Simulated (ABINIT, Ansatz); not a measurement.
## AlH3 (R-3c): G0W0 on several meshes in ABINIT

Wanted: mesh dependence and cost of G0W0 for AlH3 (R-3c).

Method: LDA and many-body steps on it, plane waves, in ABINIT 10.8.3.

### Step 1. The starting structure

It takes space group R-3c (No. 167, trigonal). The conventional cell has a = 4.449 Å, b = 4.449 Å, c = 11.804 Å, α = 90.00°, β = 90.00°, γ = 120.00°. Al has 6 H at 1.72 Å nearest. Nearest to H lie 2 Al at 1.72 Å. Farther neighbours are not listed.

The cell and positions come from the Crystallography Open Database and are kept as given unless a step says otherwise.

### Step 2. Empty states on the mesh, 4×4×4 mesh, 167 bands

This step: ABINIT 10.8.3; DFT, LDA, plane waves, norm-conserving pseudopotentials.

The sums over transitions need many empty states on a uniform mesh; this step solves for them.

File run.abi:

```
acell 3*1.0 Angstrom
rprim 
  2.224650000012 1.284402276382 3.934566666693
  -2.224650000012 1.284402276382 3.934566666693
  -0.000000000000 -2.568804552697 3.934566666715
ntypat 2
znucl 13 1
natom 8
typat 1 1 2 2 2 2 2 2
xred 
  0.000000000000 0.000000000000 -0.000000000000
  0.500000000000 0.500000000000 0.500000000000
  0.878000000000 0.622000000000 0.250000000000
  0.250000000000 0.878000000000 0.622000000000
  0.622000000000 0.250000000000 0.878000000000
  0.122000000000 0.378000000000 0.750000000000
  0.750000000000 0.122000000000 0.378000000000
  0.378000000000 0.750000000000 0.122000000000
pp_dirpath "pseudos"
pseudos "Al.upf, H.upf"
ecut 31
ngkpt 4 4 4
nshiftk 1
shiftk 0 0 0
kptopt 1
chksymbreak 0
irdden 1
istwfk *1
nband 167
prtvol 0
optdriver 6
gwr_task "HDIAGO"
paral_kgb 0
occopt 1
indata_prefix "in"
outdata_prefix "out"
tmpdata_prefix "tmp"
```

On the command line:

```console
> OMP_NUM_THREADS=1 mpirun -n 4 abinit run.abi > log
```

Numbers of over 12 decimals in the logs are rounded to 6 here.

The program printed:

```text
.Version 10.8.3 of ABINIT. v10.8.2 released Aug 2026.

 Symmetries : space group R-3 c (#167); Bravais hR (rhombohedral)
[... echo of the input left out ...]
== DATASET  1 ==================================================================
-   mpi_nproc: 4, omp_nthreads: 1 (-1 if OMP is not activated)

--- !DatasetInfo
iteration_state: {dtset: 1, }
dimensions: {natom: 8, nkpt: 13, mband: 167, nsppol: 1, nspinor: 1, nspden: 1, mpw: 3775, }
cutoff_energies: {ecut:  31.0, pawecutdg:  -1.0, }
[...]
Indirect band gap semiconductor
 Fundamental gap:     1.946 (eV)
   VBM:     0.827 (eV) at k: [ 2.5000E-01,  2.5000E-01,  0.0000E+00]
   CBM:     2.774 (eV) at k: [ 0.0000E+00,  0.0000E+00,  0.0000E+00]
 Direct gap:         1.995 (eV) at k: [ 0.0000E+00,  0.0000E+00,  0.0000E+00]

== END DATASET(S) ==============================================================
================================================================================

 -outvars: echo values of variables after computation  --------
           etotal      0.0000000000E+00
            nband         167
             nkpt          13
          spgroup         167
 [... the other variables as echoed above ...]

 Calculation completed.
```

Wall time 3.3 min (4 MPI ranks of Intel Xeon Platinum 8259CL at 2.50GHz (Skylake/Cascade Lake), shared host); peak memory 3.3 GiB.

Numbers from this step:

```
gap                                                           : 1.946 eV
k of the valence top                                          : 0.25, 0.25, 0
k of the conduction bottom                                    : 0, 0, 0
least direct gap                                              : 1.995 eV
k points computed                                             : 13
lowest point of the top converged band, above the valence top : 91.4412 eV
```

On this mesh the gap is 1.946 eV.

The density comes from a self-consistent run that is not shown.

### Step 3. Screening, 4×4×4 mesh, 68 bands, screening to 114.3 eV

The RPA dielectric matrix is built and inverted for each q.

This step: RPA screening on LDA, plane waves, norm-conserving pseudopotentials.

Edit run.abi of step 2 so:

```diff
@@ -26,10 +26,11 @@
 chksymbreak 0
-irdden 1
 istwfk *1
-nband 167
-prtvol 0
-optdriver 6
-gwr_task "HDIAGO"
-paral_kgb 0
 occopt 1
+irdwfk 1
+optdriver 3
+nband 68
+ecuteps 4.2
+inclvkb 2
+awtr 1
+symchi 1
 indata_prefix "in"
```

The program printed:

```text
.Version 10.8.3 of ABINIT. v10.8.2 released Aug 2026.

 Symmetries : space group R-3 c (#167); Bravais hR (rhombohedral)
[... echo of the input left out ...]
== DATASET  1 ==================================================================
-   mpi_nproc: 4, omp_nthreads: 1 (-1 if OMP is not activated)

--- !DatasetInfo
iteration_state: {dtset: 1, }
dimensions: {natom: 8, nkpt: 13, mband: 68, nsppol: 1, nspinor: 1, nspden: 1, mpw: 3775, }
cutoff_energies: {ecut:  31.0, pawecutdg:  -1.0, }
electrons: {nelect:   1.20000000E+01, charge:   0.00000000E+00, occopt:   1.00000000E+00, tsmear:   1.00000000E-02, }

 SCREENING: Calculation of the susceptibility and dielectric matrices

 Based on a program developped by R.W. Godby, V. Olevano, G. Onida, and L. Reining.
 Incorporated in ABINIT by V. Olevano, G.-M. Rignanese, and M. Torrent.
.Using double precision arithmetic ; gwpc =  8

[... cell and pseudopotentials left out ...]
--------------------------------------------------------------------------------

 ==== K-mesh for the wavefunctions ====
 Number of points in the irreducible wedge :    13
[... list of points left out ...]
 Together with 12 symmetry operations and time-reversal symmetry
 yields    64 points in the full Brillouin Zone.

 ==== Q-mesh for the screening function ====
 Number of points in the irreducible wedge :    13
[... list of points left out ...]
 Together with 12 symmetry operations and time-reversal symmetry
 yields    64 points in the full Brillouin Zone.

 setmesh: FFT mesh size selected  =    32x   32x   32
          total number of points  =        32768

 vcoul_init : cutoff-mode = AUXILIARY_FUNCTION
 q-points for optical limit:   1
     1)      0.000010    0.000020    0.000030

- screening: taking advantage of time-reversal symmetry
- Maximum band index for partially occupied states nbvw = 6
- Remaining bands to be divided among processors   nbcw = 62
- Number of bands treated by each node ~15

 Number of electrons calculated from density =   12.0000; Expected =   12.0000
 average of density, n =  0.026362
 r_s =    2.0844
 omega_plasma =   15.6618 [eV]

 calculating chi0 at frequencies [eV] :
  1    0.000000E+00    0.000000E+00
  2    0.000000E+00    1.566183E+01

--------------------------------------------------------------------------------
  q-point number  1        q = ( 0.000000, 0.000000, 0.000000) [r.l.u.]
--------------------------------------------------------------------------------
[... chi0 elements left out ...]
 For q-point:  0.000010 0.000020 0.000030
  dielectric constant =   4.6163
  dielectric constant without local fields =   5.1466

  Average fulfillment of the sum rule on Im[epsilon] for q-point    1 :     78.76  [%]
[... wings left out ...]
  q-point number  2        q = ( 0.250000, 0.000000, 0.000000) [r.l.u.]
--------------------------------------------------------------------------------
[... chi0 elements left out ...]
  Average fulfillment of the sum rule on Im[epsilon] for q-point    2 :     89.01  [%]

 [... 11 further q-points ...]
```

It took 40 s on 4 MPI ranks; peak memory 1.1 GiB; 2.7 min of CPU time.

This step gave:

| Quantity | Value |
| --- | --- |
| ε∞ with local fields, on this mesh, along the program's q direction | 4.616 |
| the same without local fields | 5.147 |
| plasma frequency | 15.66 eV |
| plane waves in the screening matrix | 175 |

Local fields lower ε∞ by 10 %.

### Step 4. 4×4×4

The self-energy is evaluated for the states that the input lists, and the levels follow from it, in one-shot runs by the linearised quasiparticle equation.

This step: G0W0 on LDA, plane waves, norm-conserving pseudopotentials.

Edit run.abi of step 3 so:

```diff
@@ -29,8 +29,17 @@
 irdwfk 1
-optdriver 3
+optdriver 4
 nband 68
+gwcalctyp 0
+ecutsigx 31
+symsigma 1
+nkptgw 2
+kptgw 
+  0.2500000000 0.2500000000 0.0000000000
+  0.0000000000 0.0000000000 0.0000000000
+bdgw 
+  5 8
+  5 8
 ecuteps 4.2
-inclvkb 2
-awtr 1
-symchi 1
+irdscr 1
+ppmodel 1
 indata_prefix "in"
```

The program printed:

```text
.Version 10.8.3 of ABINIT. v10.8.2 released Aug 2026.

 Symmetries : space group R-3 c (#167); Bravais hR (rhombohedral)
[... echo of the input left out ...]
== DATASET  1 ==================================================================
-   mpi_nproc: 4, omp_nthreads: 1 (-1 if OMP is not activated)

--- !DatasetInfo
iteration_state: {dtset: 1, }
dimensions: {natom: 8, nkpt: 13, mband: 68, nsppol: 1, nspinor: 1, nspden: 1, mpw: 3775, }
cutoff_energies: {ecut:  31.0, pawecutdg:  -1.0, }
electrons: {nelect:   1.20000000E+01, charge:   0.00000000E+00, occopt:   1.00000000E+00, tsmear:   1.00000000E-02, }

 SIGMA: Calculation of the GW corrections

 Based on a program developped by R.W. Godby, V. Olevano, G. Onida, and L. Reining.
 Incorporated in ABINIT by V. Olevano, G.-M. Rignanese, and M. Torrent.
.Using double precision arithmetic ; gwpc =  8

[... cell and pseudopotentials left out ...]
--------------------------------------------------------------------------------

 ==== K-mesh for the wavefunctions ====
 Number of points in the irreducible wedge :    13
[... list of points left out ...]
 Together with 12 symmetry operations and time-reversal symmetry
 yields    64 points in the full Brillouin Zone.

 ==== Q-mesh for screening function ====
 Number of points in the irreducible wedge :    13
[... list of points left out ...]
 Together with 12 symmetry operations and time-reversal symmetry
 yields    64 points in the full Brillouin Zone.

 vcoul_init : cutoff-mode = AUXILIARY_FUNCTION
 q-points for optical limit:   1
     1)      0.000010    0.000020    0.000030
 setmesh: FFT mesh size selected  =    48x   48x   48
          total number of points  =       110592

 Number of electrons calculated from density =   12.0000; Expected =   12.0000
 average of density, n =  0.026362
 r_s =    2.0844
 omega_plasma =   15.6618 [eV]

 === KS Band Gaps ===
  >>>> For spin  1
   Minimum direct gap =   1.9949 [eV], located at k-point      :   0.0000  0.0000  0.0000
   Fundamental gap    =   1.9463 [eV], Top of valence bands at :   0.2500  0.2500  0.0000
                                       Bottom of conduction at :   0.0000  0.0000  0.0000
 SIGMA fundamental parameters:
 PLASMON POLE MODEL  1
 number of plane-waves for SigmaX                 3775
 number of plane-waves for SigmaC and W            175
 number of plane-waves for wavefunctions          3775
 number of bands                                    68
 number of independent spin polarizations            1
 number of spinorial components                      1
 number of k-points in IBZ                          13
 number of q-points in IBZ                          13
 number of symmetry operations                      12
 number of k-points in BZ                           64
 number of q-points in BZ                           64
 number of frequencies for dSigma/dE                 9
 frequency step for dSigma/dE [eV]                0.25
 number of omega for Sigma on real axis              0
 max omega for Sigma on real axis  [eV]           0.00
 zcut for avoiding poles [eV]                     0.10

 EPSILON^-1 parameters (SCR file):
 dimension of the eps^-1 matrix on file            175
 dimension of the eps^-1 matrix used               175
 number of plane-waves for wavefunctions          3775
 number of bands                                    68
 number of q-points in IBZ                          13
 number of frequencies                               2
 number of real frequencies                          1
 number of imag frequencies                          1

 matrix elements of self-energy operator (all in [eV])

 Perturbative Calculation

--- !SelfEnergy_ee
iteration_state: {dtset: 1, }
kpoint     : [   0.250,    0.250,    0.000, ]
spin       : 1
KS_gap     :    4.134
QP_gap     :    5.855
Delta_QP_KS:    1.721
data: !SigmaeeData |
     Band     E0 <VxcDFT>   SigX SigC(E0)      Z dSigC/dE  Sig(E)    E-E0       E
        5  -1.121 -10.955 -14.879   2.559   0.767  -0.305 -12.002  -1.047  -2.167
        6   0.827 -11.517 -14.806   2.082   0.781  -0.281 -12.460  -0.943  -0.115
        7   4.962 -10.117  -5.795  -3.343   0.795  -0.258  -9.339   0.778   5.739
        8   6.316  -8.484  -3.854  -3.626   0.812  -0.232  -7.669   0.815   7.132

--- !SelfEnergy_ee
iteration_state: {dtset: 1, }
kpoint     : [   0.000,    0.000,    0.000, ]
spin       : 1
KS_gap     :    1.995
QP_gap     :    3.786
Delta_QP_KS:    1.791
data: !SigmaeeData |
     Band     E0 <VxcDFT>   SigX SigC(E0)      Z dSigC/dE  Sig(E)    E-E0       E
        5   0.779 -11.714 -15.141   2.173   0.779  -0.283 -12.692  -0.978  -0.199
        6   0.779 -11.714 -15.141   2.173   0.779  -0.283 -12.692  -0.978  -0.199
        7   2.774  -9.614  -5.518  -3.082   0.802  -0.247  -8.801   0.813   3.587
        8   6.452  -8.209  -3.402  -3.731   0.814  -0.229  -7.333   0.876   7.328

== END DATASET(S) ==============================================================
================================================================================

 -outvars: echo values of variables after computation  --------
           etotal      0.0000000000E+00
            nband          68
             nkpt          13
          spgroup         167
 [... the other variables as echoed above ...]

 Calculation completed.
```

Run time: 12 s. Hardware: 4 MPI ranks; peak memory 0.95 GiB.

Numbers from this step:

| Quantity | Value |
| --- | --- |
| G0W0 gap on the points computed | 3.702 eV |
| starting gap on the mesh | 1.946 eV |
| k of the valence top | 0.25, 0.25, 0 |
| k of the conduction bottom | 0, 0, 0 |
| Z at the valence top | 0.781 |
| Z at the conduction bottom | 0.802 |
| least direct G0W0 gap on the computed points | 3.786 eV |

The gap on the mesh goes from 1.95 eV to 3.70 eV, a correction of +1.76 eV.

### Step 5. Empty states on the mesh, 6×6×6 mesh, 74 bands

This step: DFT, LDA, plane waves, norm-conserving pseudopotentials.

Edit run.abi of step 4 so:

```diff
@@ -21,3 +21,3 @@
 ecut 31
-ngkpt 4 4 4
+ngkpt 6 6 6
 nshiftk 1
@@ -26,20 +26,10 @@
 chksymbreak 0
+iscf -2
+irdden 1
 istwfk *1
-occopt 1
-irdwfk 1
-optdriver 4
-nband 68
-gwcalctyp 0
-ecutsigx 31
-symsigma 1
-nkptgw 2
-kptgw 
-  0.2500000000 0.2500000000 0.0000000000
-  0.0000000000 0.0000000000 0.0000000000
-bdgw 
-  5 8
-  5 8
-ecuteps 4.2
-irdscr 1
-ppmodel 1
+nband 74
+nbdbuf 6
+tolwfr 1e-09
+nstep 60
+prtvol 0
 indata_prefix "in"
```

The program printed:

```text
.Version 10.8.3 of ABINIT. v10.8.2 released Aug 2026.

 Symmetries : space group R-3 c (#167); Bravais hR (rhombohedral)
[... echo of the input left out ...]
== DATASET  1 ==================================================================
-   mpi_nproc: 4, omp_nthreads: 1 (-1 if OMP is not activated)

--- !DatasetInfo
iteration_state: {dtset: 1, }
dimensions: {natom: 8, nkpt: 32, mband: 74, nsppol: 1, nspinor: 1, nspden: 1, mpw: 3775, }
cutoff_energies: {ecut:  31.0, pawecutdg:  -1.0, }
[...]
1.42958    1.45875    1.50461    1.50461    1.54707    1.81241    1.81241    1.83702
   1.83702    1.84188    1.91336    2.00111    2.01563    2.01563    2.02823    2.05592
   2.05592    2.10310
 prteigrs : prtvol=0 or 1, do not print more k-points.

== END DATASET(S) ==============================================================
================================================================================

 -outvars: echo values of variables after computation  --------
            nband          74
             nkpt          32
          spgroup         167
 [... the other variables as echoed above ...]

 Calculation completed.
```

The job ended after 96 s (4 MPI ranks; peak memory 0.45 GiB; 6.4 min of CPU time).

This step gave:

| Quantity | Value |
| --- | --- |
| gap | 1.945 eV |
| k of the valence top | 0.5, 0.3333, 0 |
| k of the conduction bottom | 0, 0, 0 |
| least direct gap | 1.995 eV |
| k points computed | 32 |
| lowest point of the top converged band, above the valence top | 46.22 eV |

On this mesh the gap is 1.945 eV.

[end of part 1 of 2]

[Paths, hosts, dates, memory and timing lines, banners, echoed tables and standing remarks are left out of the program output.]

[Logs are printed without paths, hosts, clocks, repeated set-up lines and the standing remarks that a program may print on its own settings, such as how far it seeks lower states.]

[Runs of the session that timed out or met a known fault of the program may be left out.]

[Hosts, paths, dates, database ids (printed as entryN), source tags and the programs' standing remarks are cut or masked in the printed files.]

[G0W0 gaps are taken among the corrected bands and points alone; a level outside them can change the order at an edge.]

[Where Ansatz stands beside ABINIT at settings called matched, ABINIT's density can come from a denser mesh and the files from another edition; pairs whose starting gaps differed by over 0.03 eV were left out, so agreement reads better than it is.]
